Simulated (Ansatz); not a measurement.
# Changed inputs in constrained RPA: NaHoF4 (P4/mmm), part 2 of 2

Wanted: the sensitivity and cost of U and J for NaHoF4 (P4/mmm).

Ansatz 0.2.0; constrained RPA on LDA, plane waves, PAW.

So far. Step 4 (Changed: 2×2×2 mesh): On the Ho f shell, screening brings the on-site interaction from 32.1 eV down to U = 9.79 eV.

**6. Changed: volume +6 %**

The cell differs from the one that the last finished run ended in (a 3.760 → 3.833 Å, b 3.760 → 3.833 Å, c 5.411 → 5.517 Å).

Input file input.yaml:

```yaml
crystal:
  lattice:
    - [0.0, -2.7106881718, 2.7106881718]
    - [0.0, -2.7106881718, -2.7106881718]
    - [5.5167940974, 0.0, 0.0]
  atoms:
    - { symbol: Na, position: [0.0, 0.0, 0.0] }
    - { symbol: Ho, position: [0.5, 0.5, 0.5] }
    - { symbol: F, position: [0.5, 0.0, 0.73274685] }
    - { symbol: F, position: [0.0, 0.5, 0.26725315] }
    - { symbol: F, position: [0.5, 0.0, 0.26725315] }
    - { symbol: F, position: [0.0, 0.5, 0.73274685] }
kpoints:
  mp_grid: { grid: [8, 8, 4] }
hamiltonian:
  xc: lda
scf:
  occupations: { method: gaussian, width: 0.08 }
  n_extra_bands: 21
  max_iter: 150
output:
  crpa:
    kmesh: [4, 4, 4]
    target_bands: [v5, c2]
    projections: [{ species: Ho, l: f, shell: 4 }]
  local_orbitals:
    kmesh: [8, 8, 8]
    orbitals: [{ species: Ho, l: f, shell: 4 }]
    window: { bands: [v5, c2] }
    seedname: lo
```

The run is started by

```sh
> ansatz run input.yaml --threads 4 --pin off --max-ram 9216MiB --backend cpu --events-out ev --progress --plain --runs-dir out
```

Numbers of over 12 decimals in the logs are rounded to 6 here.

What it wrote:

```text
[...]
Crystal: 6 atoms, lattice volume = 81.073 Å³
Basis set: ecut = 420 eV, 1579 PW (Γ)
Bands: 50, of which v1, the nominal top of the filled ones, is band 29 counted from 1 (28 counted from 0)
Symmetry: 16 space group operations
[...]
k-points: 45 of 256
[...]
χ-basis size per q: N_G = 287..300
[...]
screened: U = 8.3695 eV, U' = 6.8463 eV, J = 0.7049 eV
      screened f-shell averages: U_bar = F0 = 7.0639 eV, J_bar = 0.9225 eV
      screened, to within: U = 1.6e-2 eV, U' = 1.5e-2 eV, J = 1.6e-3 eV
      screened f-shell averages, to within: U_bar = 1.3e-2 eV, J_bar = 2.0e-3 eV
      bare: V = 32.0209 eV, V' = 30.1260 eV, J = 0.8682 eV
      bare f-shell averages: V_bar = F0 = 30.3967 eV, J_bar = 1.1389 eV
[...]
[key lines of the parts left out:]
SCF converged after 33 iterations
Free energy (F): -15748.309683 eV
Fermi energy:    5.035587 eV
```

Run time: 12 min. Hardware: 4 threads of Arm Neoverse V1, shared host; peak memory 0.81 GiB.

This step gave:

- U: 8.370 eV
- U prime (inter-orbital): 6.846 eV
- J: 0.7049 eV
- bare V: 32.02 eV
- bare J: 0.8682 eV
- stated bound on U: 0.01502 eV
- U over bare V: 0.2614
- electrons in the window: 10.00
- head of the constrained inverse dielectric matrix: 0.3954
- least eigenvalue of the projection's overlap: 0.8072
- target functions: 7
- bands in the sums: 62
- r.m.s. miss of the model bands: 1.14e-5 eV
- width of the target bands: 0.3030 eV
- weight of the projected orbitals in the window: 0.9503

On the Ho f shell, screening brings the on-site interaction from 32.0 eV down to U = 8.37 eV.

**7. Changed: volume -3 %**

The cell differs from the one that the last finished run ended in (a 3.833 → 3.722 Å, b 3.833 → 3.722 Å, c 5.517 → 5.356 Å).

Edit input.yaml of step 6 so:

```diff
@@ -2,5 +2,5 @@
   lattice:
-    - [0.0, -2.7106881718, 2.7106881718]
-    - [0.0, -2.7106881718, -2.7106881718]
-    - [5.5167940974, 0.0, 0.0]
+    - [0.0, -2.6316907281, 2.6316907281]
+    - [0.0, -2.6316907281, -2.6316907281]
+    - [5.3560184554, 0.0, 0.0]
   atoms:
```

What it wrote:

```text
[...]
Crystal: 6 atoms, lattice volume = 74.189 Å³
Basis set: ecut = 420 eV, 1449 PW (Γ)
Bands: 50, of which v1, the nominal top of the filled ones, is band 29 counted from 1 (28 counted from 0)
Symmetry: 16 space group operations
[...]
k-points: 45 of 256
[...]
χ-basis size per q: N_G = 248..276
[...]
screened: U = 8.9760 eV, U' = 7.4419 eV, J = 0.7127 eV
      screened f-shell averages: U_bar = F0 = 7.6610 eV, J_bar = 0.9319 eV
      screened, to within: U = 2.1e-2 eV, U' = 2.1e-2 eV, J = 1.6e-3 eV
      screened f-shell averages, to within: U_bar = 1.8e-2 eV, J_bar = 2.1e-3 eV
      bare: V = 32.1371 eV, V' = 30.2389 eV, J = 0.8721 eV
      bare f-shell averages: V_bar = F0 = 30.5100 eV, J_bar = 1.1433 eV
[...]
[key lines of the parts left out:]
SCF converged after 44 iterations
Free energy (F): -15748.503441 eV
Fermi energy:    6.464450 eV
```

Run time: 9.4 min. Hardware: 4 threads; peak memory 0.79 GiB.

Numbers from this step:

```yaml
u: 8.976 eV
u_prime_inter_orbital: 7.442 eV
j: 0.7127 eV
bare_v: 32.14 eV
bare_j: 0.8721 eV
stated_bound_on_u: 0.02033 eV
u_over_bare_v: 0.2793
electrons_in_the_window: 10.00
head_of_the_constrained_inverse_dielectric_matrix: 0.4003
least_eigenvalue_of_the_projection_s_overlap: 0.8146
target_functions: 7
bands_in_the_sums: 62
r_m_s_miss_of_the_model_bands: 1.13e-5 eV
width_of_the_target_bands: 0.3424 eV
weight_of_the_projected_orbitals_in_the_window: 0.9510
```

On the Ho f shell, screening brings the on-site interaction from 32.1 eV down to U = 8.98 eV.

**8. Changed: volume +3 %**

The cell differs from the one that the last finished run ended in (a 3.722 → 3.797 Å, b 3.722 → 3.797 Å, c 5.356 → 5.464 Å).

Edit input.yaml of step 7 so:

```diff
@@ -2,5 +2,5 @@
   lattice:
-    - [0.0, -2.6316907281, 2.6316907281]
-    - [0.0, -2.6316907281, -2.6316907281]
-    - [5.3560184554, 0.0, 0.0]
+    - [0.0, -2.6848705252, 2.6848705252]
+    - [0.0, -2.6848705252, -2.6848705252]
+    - [5.4642500086, 0.0, 0.0]
   atoms:
```

What it wrote:

```text
[...]
Crystal: 6 atoms, lattice volume = 78.778 Å³
Basis set: ecut = 420 eV, 1515 PW (Γ)
Bands: 50, of which v1, the nominal top of the filled ones, is band 29 counted from 1 (28 counted from 0)
Symmetry: 16 space group operations
[...]
k-points: 45 of 256
[...]
χ-basis size per q: N_G = 272..300
[...]
screened: U = 8.5846 eV, U' = 7.0573 eV, J = 0.7078 eV
      screened f-shell averages: U_bar = F0 = 7.2755 eV, J_bar = 0.9260 eV
      screened, to within: U = 1.6e-2 eV, U' = 1.6e-2 eV, J = 1.6e-3 eV
      screened f-shell averages, to within: U_bar = 1.3e-2 eV, J_bar = 2.0e-3 eV
      bare: V = 32.0660 eV, V' = 30.1698 eV, J = 0.8697 eV
      bare f-shell averages: V_bar = F0 = 30.4407 eV, J_bar = 1.1406 eV
[...]
[key lines of the parts left out:]
SCF converged after 28 iterations
Free energy (F): -15748.410144 eV
Fermi energy:    5.482107 eV
```

It took 12 min on 4 threads; peak memory 0.79 GiB.

Numbers from this step:

| Quantity | Value |
| --- | --- |
| U | 8.585 eV |
| U prime (inter-orbital) | 7.057 eV |
| J | 0.7078 eV |
| bare V | 32.07 eV |
| bare J | 0.8697 eV |
| stated bound on U | 0.01552 eV |
| U over bare V | 0.2677 |
| electrons in the window | 10.00 |
| head of the constrained inverse dielectric matrix | 0.3976 |
| least eigenvalue of the projection's overlap | 0.8101 |
| target functions | 7 |
| bands in the sums | 62 |
| r.m.s. miss of the model bands | 8.02e-6 eV |
| width of the target bands | 0.3146 eV |
| weight of the projected orbitals in the window | 0.9507 |

On the Ho f shell, screening brings the on-site interaction from 32.1 eV down to U = 8.58 eV.

**9. Side by side**

Times are wall times on 4 threads of Arm Neoverse V1, shared host, good to a factor of about two.

| run | bare V (eV) | U (eV) | J (eV) | bound on U (eV) | width (eV) | time |
| --- | --- | --- | --- | --- | --- | --- |
| target window | 32.10 | 8.788 | 0.710 | 0.0163 | 0.33 | 11 min |
| 4×4×2 mesh | 32.11 | 8.727 | 0.710 | 0.0157 | 0.33 | 4.9 min |
| 2×2×2 mesh | 32.10 | 9.792 | 0.709 | 0.0245 | 0.33 | 47 s |
| volume +6 % | 32.02 | 8.370 | 0.705 | 0.0150 | 0.30 | 12 min |
| volume -3 % | 32.14 | 8.976 | 0.713 | 0.0203 | 0.34 | 9.4 min |
| volume +3 % | 32.07 | 8.585 | 0.708 | 0.0155 | 0.31 | 12 min |

**10. Summary of results**

```json
{
  "target window": "U 8.79 eV, J 0.71 eV",
  "4×4×2 mesh": "U 8.73 eV, J 0.71 eV",
  "2×2×2 mesh": "U 9.79 eV, J 0.71 eV",
  "volume +6 %": "U 8.37 eV, J 0.70 eV",
  "volume -3 %": "U 8.98 eV, J 0.71 eV",
  "volume +3 %": "U 8.58 eV, J 0.71 eV"
}
```

In words: 4×4×2 mesh moves U by −0.06 eV at 0.43 times the time. 2×2×2 mesh moves U by +1.00 eV at 0.068 times the time. Volume +6 % moves U by −0.42 eV. Volume -3 % moves U by +0.19 eV. Volume +3 % moves U by −0.20 eV. The printed bound covers the solver alone, not the mesh, and no denser mesh than the base was run. The parent state is non-magnetic and the interaction static (zero frequency); U depends on the window and the orbitals, so it belongs to this model alone.

[Paths, hosts, dates, memory and timing lines, banners, echoed tables and standing remarks are left out of the program output.]

[Logs are printed without paths, hosts, clocks, repeated set-up lines and the standing remarks that a program may print on its own settings, such as how far it seeks lower states.]

[Runs of the session that timed out or met a known fault of the program may be left out.]

[Hosts, paths, dates, database ids (printed as entryN), source tags and the programs' standing remarks are cut or masked in the printed files.]
